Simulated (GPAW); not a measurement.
# Geometry or basis: what sets the conductance of CO in line between two Pt chains

How well does CO in line between two Pt chains conduct once its atoms have relaxed, and how much do cheaper levels lose?

Program: GPAW 26.7.0. Level of theory: GPAW LCAO, PAW setups; relaxation of the junction within the symmetry of its start, lead ends held, in the first sound run; inputs show where later runs differ. Results are calculated unless marked as measured.

### Step 1. Starting point

The cell holds 18 atoms: 16 Pt, 1 C and 1 O. Cell: a = 9.000 Å, b = 9.000 Å, c = 40.681 Å, α = 90.0°, β = 90.0°, γ = 90.0°. Regions: left lead, 8 atoms (8 Pt); channel, 2 atoms (1 C and 1 O); right lead, 8 atoms (8 Pt). Vacuum lies along a and b. The structure is stacked along c, and the current runs across the ab planes.

### Step 2. Relaxing the atoms

Transmission follows bond lengths closely, so the atoms between the held lead ends are relaxed first, within whatever symmetry the start has.

run.py reads:

```python
import json
from ase import Atoms
from ase.constraints import FixAtoms
from ase.optimize import BFGS
from gpaw import GPAW, FermiDirac

device = Atoms(
    ['Pt', 'Pt', 'Pt', 'Pt', 'Pt', 'Pt', 'Pt', 'Pt', 'C', 'O', 'Pt', 'Pt', 'Pt', 'Pt', 'Pt', 'Pt', 'Pt', 'Pt'],
    positions=[
        [4.50000, 4.50000, 1.20000],
        [4.50000, 4.50000, 3.60000],
        [4.50000, 4.50000, 6.00000],
        [4.50000, 4.50000, 8.40000],
        [4.50000, 4.50000, 10.80000],
        [4.50000, 4.50000, 13.20000],
        [4.50000, 4.50000, 15.60000],
        [4.50000, 4.50000, 18.00000],
        [4.50000, 4.50000, 19.81570],
        [4.50000, 4.50000, 20.97570],
        [4.50000, 4.50000, 22.68130],
        [4.50000, 4.50000, 25.08130],
        [4.50000, 4.50000, 27.48130],
        [4.50000, 4.50000, 29.88130],
        [4.50000, 4.50000, 32.28130],
        [4.50000, 4.50000, 34.68130],
        [4.50000, 4.50000, 37.08130],
        [4.50000, 4.50000, 39.48130]],
    cell=[[9.0, 0.0, 0.0], [0.0, 9.0, 0.0], [0.0, 0.0, 40.6813]],
    pbc=True)

device.set_constraint(FixAtoms([0, 1, 2, 3, 4, 5, 6, 11, 12, 13, 14, 15, 16, 17]))
device.calc = GPAW(mode='lcao', basis='dzp', xc='PBE', h=0.18,
                   kpts={'size': (1, 1, 2), 'gamma': True},
                   symmetry={'tolerance': 1e-3, 'extra_ids': [1, 1, 1, 1, 1, 1, 1, 0, 0, 0, 0, 1, 1, 1, 1, 1, 1, 1]},
                   occupations=FermiDirac(0.1), maxiter=250,
                   mixer=dict(beta=0.1, nmaxold=8, weight=100.0),
                   convergence=dict(density=0.0001), txt='relax.txt')
path = []
opt = BFGS(device, maxstep=0.15)
opt.attach(lambda: path.append((device.get_potential_energy(), device.positions.tolist(), device.get_forces().tolist())))
relaxed = bool(opt.run(fmax=0.05, steps=50))
json.dump(dict(relaxed=relaxed, path=path, positions=device.positions.tolist(), moments=device.get_magnetic_moments().tolist(),
               forces=device.get_forces(apply_constraint=False).tolist()), open('result.json', 'w'))
```

Started as:

```console
OMP_NUM_THREADS=1 OPENBLAS_NUM_THREADS=1 python run.py
```

The log of the run:

```text
Step          Energy          fmax
BFGS:    0      -60.146050        9.316493
BFGS:    1      -61.074754        1.518793
BFGS:    2      -61.107489        0.820736
BFGS:    3      -61.112482        1.400641
BFGS:    4      -61.123196        0.394463
BFGS:    5      -61.128953        0.474774
BFGS:    6      -61.133454        0.184392
BFGS:    7      -61.133636        0.088403
BFGS:    8      -61.133540        0.050612
BFGS:    9      -61.133616        0.077781
BFGS:   10      -61.133590        0.093987
BFGS:   11      -61.133686        0.045405
```

The job ended after 26 min (1 thread of Arm Neoverse V1, shared host; peak memory 2.1 GiB).

Step by step:

```csv
step,energy less that of the first step (eV),largest force (eV/Å)
1,0.0000,9.3165
2,-0.9340,1.5188
3,-0.9694,0.8207
4,-0.9739,1.4006
5,-0.9852,0.3945
6,-0.9905,0.4748
7,-0.9943,0.1844
8,-0.9946,0.0884
9,-0.9940,0.0506
10,-0.9942,0.0778
11,-0.9941,0.0940
12,-0.9947,0.0454
```

The atoms that moved most (Å):

```csv
atom,dx,dy,dz,length
Pt11,0.000,0.000,0.133,0.133
C9,0.000,0.000,-0.121,0.121
O10,0.000,0.000,-0.093,0.093
Pt8,0.000,0.000,-0.053,0.053
```

The relaxation lowered the energy of the cell by 0.995 eV (energies extrapolated to zero smearing; the optimiser's log prints free energies). The largest force left on a free atom is 0.045 eV/Å.

### Step 3. GPAW, dzp

The script solves lead and junction separately, takes H and S in the orbital basis, and joins semi-infinite leads through their self-energies; the dzp basis is the working standard.

This step: GPAW LCAO, PAW setups; Landauer transmission from Green's functions with principal layers (ASE), zero bias (GPAW 26.7.0).

run.py reads:

```python
import json
import numpy as np
from ase import Atoms
from ase.transport.calculators import TransportCalculator
from gpaw import GPAW, FermiDirac
from gpaw.lcao.tools import get_lcao_hamiltonian
from scipy.linalg import eigh

# The junction with lead layers at both ends, along the third cell vector
device = Atoms(
    ['Pt', 'Pt', 'Pt', 'Pt', 'Pt', 'Pt', 'Pt', 'Pt', 'C', 'O', 'Pt', 'Pt', 'Pt', 'Pt', 'Pt', 'Pt', 'Pt', 'Pt'],
    positions=[
        [4.50000, 4.50000, 1.20000],
        [4.50000, 4.50000, 3.60000],
        [4.50000, 4.50000, 6.00000],
        [4.50000, 4.50000, 8.40000],
        [4.50000, 4.50000, 10.80000],
        [4.50000, 4.50000, 13.20000],
        [4.50000, 4.50000, 15.60000],
        [4.50000, 4.50000, 17.94655],
        [4.50000, 4.50000, 19.69484],
        [4.50000, 4.50000, 20.88292],
        [4.50000, 4.50000, 22.81408],
        [4.50000, 4.50000, 25.08130],
        [4.50000, 4.50000, 27.48130],
        [4.50000, 4.50000, 29.88130],
        [4.50000, 4.50000, 32.28130],
        [4.50000, 4.50000, 34.68130],
        [4.50000, 4.50000, 37.08130],
        [4.50000, 4.50000, 39.48130]],
    cell=[[9.0, 0.0, 0.0], [0.0, 9.0, 0.0], [0.0, 0.0, 40.6813]],
    pbc=True)

# One principal layer of the lead: the first 5 atoms of the device
lead = Atoms(
    ['Pt', 'Pt', 'Pt', 'Pt', 'Pt'],
    positions=[
        [4.50000, 4.50000, 1.20000],
        [4.50000, 4.50000, 3.60000],
        [4.50000, 4.50000, 6.00000],
        [4.50000, 4.50000, 8.40000],
        [4.50000, 4.50000, 10.80000]],
    cell=[[9.0, 0.0, 0.0], [0.0, 9.0, 0.0], [0.0, 0.0, 12.0]],
    pbc=True)

settings = dict(mode='lcao', basis='dzp', xc='PBE', h=0.18,
                occupations=FermiDirac(0.1), maxiter=250,
                mixer=dict(beta=0.1, nmaxold=8, weight=100.0),
                convergence=dict(density=0.0001))
energies = np.arange(-2, 2 + 1e-9, 0.025)
eta = 0.0001
n1, n2 = 1, 1
# k and -k transmit alike, so half of the mesh across the current serves
mesh = [(i, j) for i in range(n1) for j in range(n2) if (i, j) <= (-i % n1, -j % n2)]
weights = np.array([1 if (i, j) == (-i % n1, -j % n2) else 2 for i, j in mesh]) / (n1 * n2)

# [... helper functions left out ...]
fermi_lead = ground_state(lead, (1, 1, 10), 'lead.txt')
fermi_device = ground_state(device, (1, 1, 2), 'device.txt')
# [... loop over the mesh left out, but for ...]
        # Shift the lead onto the potential of the device's first layer
        shift = ((H[:, 0, 0] - H0[:, 0, 0]) / S0[0, 0]).real.mean()
# [...]
kT = 8.617333e-5 * 300
bias = [0.1, 0.2, 0.5, 1.0, 1.5, 2.0]
# [... integrals and printing left out ...]
```

The log of the run:

```text
basis functions: device 458, principal layer 135
Fermi level: lead -4.5365 eV, device -4.4895 eV; lead shifted by -0.0078 eV
largest coupling past the next layer 8.09e-06 eV, largest misfit of the first layer 0.171 eV
  E-E_F (eV)   T (one spin)  [channel counts left out]
    -2.000    7.3556e-01
    -1.975    7.3677e-01
    -1.950    7.3782e-01
    -1.925    7.3873e-01
    -1.900    7.3948e-01
    -1.875    7.4010e-01
    -1.850    7.4058e-01
    -1.825    7.4097e-01
    -1.800    7.4127e-01
    -1.775    7.4152e-01
    -1.750    7.4172e-01
    -1.725    7.4186e-01
    -1.700    7.4188e-01
    -1.675    7.4157e-01
    -1.650    7.4032e-01
    -1.625    7.3596e-01
[...]
1.825    4.4567e-02
     1.850    4.4603e-02
     1.875    4.4640e-02
     1.900    4.4677e-02
     1.925    4.4715e-02
     1.950    4.4753e-02
     1.975    4.4791e-02
     2.000    4.4828e-02
conductance at 300 K: 1.2877 G0 a cell; thermopower -0.1856 uV/K
current from the zero-bias T(E) at 0.1 V: 9.9612 uA
current from the zero-bias T(E) at 0.2 V: 19.825 uA
current from the zero-bias T(E) at 0.5 V: 47.9 uA
current from the zero-bias T(E) at 1.0 V: 85.662 uA
current from the zero-bias T(E) at 1.5 V: 111.32 uA
current from the zero-bias T(E) at 2.0 V: 129.78 uA
```

The job ended after 6.4 min (1 thread; peak memory 2.3 GiB).

Numbers from this step:

| Item | Value |
| --- | --- |
| conductance | 1.288 G₀ |
| largest coupling past the next principal layer | 8.09e-6 eV |
| largest misfit of the first principal layer | 0.1712 eV |
| shift that aligns the lead | -0.007846 eV |
| basis functions of the junction | 458 |
| basis functions of a principal layer | 135 |
| transmission at the Fermi level (one spin) | 1.294 |

One spin. Transmission, zone mean against energy, zero at the Fermi level:

energy (eV), transmission, zone mean and a bar:
```
   -2.000       0.74 #################
   -1.900       0.74 #################
   -1.800       0.74 #################
   -1.700       0.74 #################
   -1.600       0.71 ################
   -1.500       0.79 ##################
   -1.400       0.79 ##################
   -1.300       0.80 ##################
   -1.200       0.82 ###################
   -1.100       0.85 ###################
   -1.000       0.88 ####################
   -0.900       0.90 ####################
   -0.800       0.91 #####################
   -0.700       0.93 #####################
   -0.600       0.96 ######################
   -0.500       1.00 #######################
   -0.400       1.06 ########################
   -0.300       1.13 ##########################
   -0.200       1.20 ############################
   -0.100       1.27 #############################
    0.000       1.29 ##############################
    0.100       1.27 #############################
    0.200       1.18 ###########################
    0.300       1.04 ########################
    0.400       0.81 ###################
    0.500       0.63 ##############
    0.600       0.45 ##########
    0.700       0.17 ###
    0.800       0.05 
    0.900       0.05 
    1.000       0.05 
    1.100       0.05 
    1.200       0.04 
    1.300       0.04 
    1.400       0.04 
    1.500       0.04 
    1.600       0.04 
    1.700       0.04 
    1.800       0.04 
    1.900       0.04 
    2.000       0.04
```

Not self-consistent under bias; the bias window is split evenly. Current through one cell, from the zero-bias transmission against bias:

```csv
bias (V),"current through one cell, from the zero-bias transmission (μA)"
0.100,9.96
0.200,19.8
0.500,47.9
1.000,85.7
1.500,111
2.000,130
```

The transmission of the three most open eigenchannels by energy, zero at the Fermi level:

```csv
energy (eV),channel 1,channel 2,channel 3
-2.000,0.332,0.332,0.0713
-1.900,0.333,0.333,0.0736
-1.800,0.333,0.333,0.0759
-1.700,0.332,0.332,0.0772
-1.600,0.334,0.334,0.0477
-1.500,0.338,0.338,0.114
-1.400,0.342,0.342,0.107
-1.300,0.354,0.354,0.0936
-1.200,0.367,0.367,0.0899
-1.100,0.380,0.380,0.0917
-1.000,0.393,0.393,0.0928
-0.900,0.403,0.403,0.0899
-0.800,0.413,0.413,0.0855
-0.700,0.424,0.424,0.0830
-0.600,0.438,0.438,0.0836
-0.500,0.456,0.456,0.0872
-0.400,0.480,0.480,0.0964
-0.300,0.509,0.509,0.110
-0.200,0.539,0.539,0.124
-0.100,0.564,0.564,0.136
0.000,0.573,0.573,0.146
0.100,0.558,0.558,0.156
0.200,0.514,0.514,0.154
0.300,0.445,0.445,0.148
0.400,0.365,0.365,0.0855
0.500,0.283,0.283,0.0680
0.600,0.198,0.198,0.0589
0.700,0.0562,0.0562,0.0535
0.800,0.0501,1.4e-8,1.3e-10
0.900,0.0479,1.4e-8,2.9e-12
1.000,0.0464,1.4e-8,0
1.100,0.0455,1.4e-8,0
1.200,0.0448,1.4e-8,0
1.300,0.0445,1.4e-8,0
1.400,0.0443,1.5e-8,0
1.500,0.0443,1.5e-8,0
1.600,0.0443,1.5e-8,0
1.700,0.0444,1.5e-8,0
1.800,0.0445,1.5e-8,0
1.900,0.0447,1.5e-8,0
2.000,0.0448,1.5e-8,0
```

Couplings past the next layer reach 8.1e-6 eV, small enough to drop; the matrix elements of the cell's first layer differ from the bulk lead's by up to 0.17 eV. That layer keeps its own values in the calculation, and only beyond it is the lead taken as perfect. The Fermi levels of lead and junction count from different zeros of potential, one for each periodic cell; with both set to zero, the small remaining shift is what aligns them. Without spin-orbit coupling, which is large for these atoms, channel counts and T are those of the scalar-relativistic bands. By hand: G = 1.288 × 77.48 μS = 99.8 μS, a resistance of 10.0 kΩ; at 0.1 V a linear junction would pass 9.98 μA, and the integral over the bias window gives 9.96 μA.

### Step 4. Single-zeta polarised basis

One radial function a shell plus polarisation makes the matrices smaller; the question is what that costs.

Changes to run.py since step 3:

```diff
@@ -45,3 +45,3 @@
 
-settings = dict(mode='lcao', basis='dzp', xc='PBE', h=0.18,
+settings = dict(mode='lcao', basis='szp(dzp)', xc='PBE', h=0.18,
                 occupations=FermiDirac(0.1), maxiter=250,
```

The log of the run:

```text
basis functions: device 258, principal layer 75
Fermi level: lead -4.6628 eV, device -4.6605 eV; lead shifted by -0.0048 eV
largest coupling past the next layer 8.13e-06 eV, largest misfit of the first layer 0.196 eV
  E-E_F (eV)   T (one spin)  [channel counts left out]
    -2.000    6.6197e-01
    -1.975    6.6308e-01
    -1.950    6.6411e-01
    -1.925    6.6504e-01
    -1.900    6.6588e-01
    -1.875    6.6666e-01
    -1.850    6.6738e-01
    -1.825    6.6809e-01
    -1.800    6.6881e-01
    -1.775    6.6958e-01
    -1.750    6.7045e-01
    -1.725    6.7146e-01
    -1.700    6.7265e-01
    -1.675    6.7407e-01
    -1.650    6.7573e-01
    -1.625    6.7767e-01
[...]
1.825    4.5505e-02
     1.850    4.5600e-02
     1.875    4.5694e-02
     1.900    4.5788e-02
     1.925    4.5881e-02
     1.950    4.5974e-02
     1.975    4.6065e-02
     2.000    4.6156e-02
conductance at 300 K: 1.2705 G0 a cell; thermopower 0.2545 uV/K
current from the zero-bias T(E) at 0.1 V: 9.8237 uA
current from the zero-bias T(E) at 0.2 V: 19.529 uA
current from the zero-bias T(E) at 0.5 V: 46.858 uA
current from the zero-bias T(E) at 1.0 V: 82.32 uA
current from the zero-bias T(E) at 1.5 V: 104.93 uA
current from the zero-bias T(E) at 2.0 V: 122.37 uA
```

It took 3.7 min on 1 thread; peak memory 2.2 GiB.

Numbers from this step:

| Item | Value |
| --- | --- |
| conductance | 1.270 G₀ |
| largest coupling past the next principal layer | 8.13e-6 eV |
| largest misfit of the first principal layer | 0.1956 eV |
| shift that aligns the lead | -0.004797 eV |
| basis functions of the junction | 258 |
| basis functions of a principal layer | 75 |
| transmission at the Fermi level (one spin) | 1.278 |

One spin. The transmission, zone mean by energy, zero at the Fermi level:

```csv
energy (eV),"transmission, zone mean"
-2.000,0.662
-1.900,0.666
-1.800,0.669
-1.700,0.673
-1.600,0.680
-1.500,0.687
-1.400,0.744
-1.300,0.756
-1.200,0.771
-1.100,0.798
-1.000,0.827
-0.900,0.849
-0.800,0.868
-0.700,0.889
-0.600,0.919
-0.500,0.964
-0.400,1.03
-0.300,1.10
-0.200,1.19
-0.100,1.25
0.000,1.28
0.100,1.24
0.200,1.13
0.300,0.953
0.400,0.720
0.500,0.528
0.600,0.315
0.700,0.0507
0.800,0.0478
0.900,0.0460
1.000,0.0449
1.100,0.0443
1.200,0.0441
1.300,0.0440
1.400,0.0441
1.500,0.0444
1.600,0.0447
1.700,0.0450
1.800,0.0454
1.900,0.0458
2.000,0.0462
```

Not self-consistent under bias; the bias window is split evenly. Current through one cell, from the zero-bias transmission against bias:

```csv
bias (V),"current through one cell, from the zero-bias transmission (μA)"
0.100,9.82
0.200,19.5
0.500,46.9
1.000,82.3
1.500,105
2.000,122
```

Table of transmission of the three most open eigenchannels by energy, zero at the Fermi level:

```csv
energy (eV),channel 1,channel 2,channel 3
-2.000,0.293,0.293,0.0769
-1.900,0.293,0.293,0.0792
-1.800,0.294,0.294,0.0816
-1.700,0.294,0.294,0.0840
-1.600,0.297,0.297,0.0861
-1.500,0.303,0.303,0.0821
-1.400,0.312,0.312,0.120
-1.300,0.325,0.325,0.107
-1.200,0.339,0.339,0.0925
-1.100,0.354,0.354,0.0897
-1.000,0.368,0.368,0.0902
-0.900,0.380,0.380,0.0885
-0.800,0.392,0.392,0.0845
-0.700,0.403,0.403,0.0817
-0.600,0.418,0.418,0.0823
-0.500,0.438,0.438,0.0869
-0.400,0.465,0.465,0.0961
-0.300,0.497,0.497,0.109
-0.200,0.531,0.531,0.124
-0.100,0.556,0.556,0.139
0.000,0.562,0.562,0.152
0.100,0.540,0.540,0.162
0.200,0.485,0.485,0.160
0.300,0.407,0.407,0.139
0.400,0.320,0.320,0.0805
0.500,0.232,0.232,0.0639
0.600,0.130,0.130,0.0555
0.700,0.0507,6.2e-9,6.2e-9
0.800,0.0478,1.2e-9,1.3e-11
0.900,0.0460,1.2e-9,0
1.000,0.0449,1.2e-9,0
1.100,0.0443,1.2e-9,0
1.200,0.0441,1.2e-9,0
1.300,0.0440,1.2e-9,0
1.400,0.0441,1.2e-9,0
1.500,0.0444,1.2e-9,0
1.600,0.0447,1.2e-9,0
1.700,0.0450,1.3e-9,0
1.800,0.0454,1.3e-9,0
1.900,0.0458,1.3e-9,0
2.000,0.0462,1.3e-9,0
```

The conductance, 1.27 G₀, lies 1.3 % below that of the dzp run.

### Step 5. GPAW, sz: basis = "sz(dzp)"

One function for each valence shell of the setup, as for a first survey of a large system.

Changes to run.py since step 4:

```diff
@@ -45,3 +45,3 @@
 
-settings = dict(mode='lcao', basis='szp(dzp)', xc='PBE', h=0.18,
+settings = dict(mode='lcao', basis='sz(dzp)', xc='PBE', h=0.18,
                 occupations=FermiDirac(0.1), maxiter=250,
```

The log of the run:

```text
basis functions: device 200, principal layer 60
Fermi level: lead -4.6766 eV, device -4.6816 eV; lead shifted by -0.0022 eV
largest coupling past the next layer 8.11e-06 eV, largest misfit of the first layer 0.087 eV
  E-E_F (eV)   T (one spin)  [channel counts left out]
    -2.000    6.7917e-01
    -1.975    6.8131e-01
    -1.950    6.8339e-01
[...]
1.975    5.7810e-02
     2.000    5.7933e-02
conductance at 300 K: 1.3747 G0 a cell; thermopower 0.0171 uV/K
current from the zero-bias T(E) at 0.1 V: 10.63 uA
current from the zero-bias T(E) at 0.2 V: 21.134 uA
current from the zero-bias T(E) at 0.5 V: 50.768 uA
current from the zero-bias T(E) at 1.0 V: 89.225 uA
current from the zero-bias T(E) at 1.5 V: 113.2 uA
current from the zero-bias T(E) at 2.0 V: 131.85 uA
```

Run time: 3.4 min. Hardware: 1 thread; peak memory 2.1 GiB.

This step gave:

```
conductance                                    : 1.375 G₀
largest coupling past the next principal layer : 8.11e-6 eV
largest misfit of the first principal layer    : 0.08657 eV
shift that aligns the lead                     : -0.002198 eV
basis functions of the junction                : 200
basis functions of a principal layer           : 60
transmission at the Fermi level (one spin)     : 1.382
```

The conductance, 1.37 G₀, lies 6.8 % above that of the dzp run.

### Step 6. LDA in the dzp basis: xc = "LDA"

Back in the dzp basis, the functional changes from PBE to LDA, to set the spread between functionals beside that between bases.

Changes to run.py since step 5:

```diff
@@ -45,3 +45,3 @@
 
-settings = dict(mode='lcao', basis='sz(dzp)', xc='PBE', h=0.18,
+settings = dict(mode='lcao', basis='dzp', xc='LDA', h=0.18,
                 occupations=FermiDirac(0.1), maxiter=250,
```

The log of the run:

```text
basis functions: device 458, principal layer 135
Fermi level: lead -4.8570 eV, device -4.8060 eV; lead shifted by -0.0091 eV
largest coupling past the next layer 8.32e-06 eV, largest misfit of the first layer 0.169 eV
  E-E_F (eV)   T (one spin)  [channel counts left out]
    -2.000    7.4033e-01
    -1.975    7.4155e-01
    -1.950    7.4259e-01
[...]
1.975    4.0990e-02
     2.000    4.1012e-02
conductance at 300 K: 1.3091 G0 a cell; thermopower -0.03642 uV/K
current from the zero-bias T(E) at 0.1 V: 10.126 uA
current from the zero-bias T(E) at 0.2 V: 20.151 uA
current from the zero-bias T(E) at 0.5 V: 48.65 uA
current from the zero-bias T(E) at 1.0 V: 86.935 uA
current from the zero-bias T(E) at 1.5 V: 112.84 uA
current from the zero-bias T(E) at 2.0 V: 131.44 uA
```

Run time: 6 min. Hardware: 1 thread; peak memory 2.3 GiB.

This step gave:

- conductance: 1.309 G₀
- largest coupling past the next principal layer: 8.32e-6 eV
- largest misfit of the first principal layer: 0.1687 eV
- shift that aligns the lead: -0.009108 eV
- basis functions of the junction: 458
- basis functions of a principal layer: 135
- transmission at the Fermi level (one spin): 1.315

The conductance, 1.31 G₀, lies 1.7 % above that of the dzp run.

[end of part 1 of 2]

[Logs are printed without paths, hosts, clocks, repeated set-up lines and the standing remarks that a program may print on its own settings, such as how far it seeks lower states.]

[Hosts, paths, dates, database ids (printed as entryN), source tags and the programs' standing remarks are cut or masked in the printed files.]
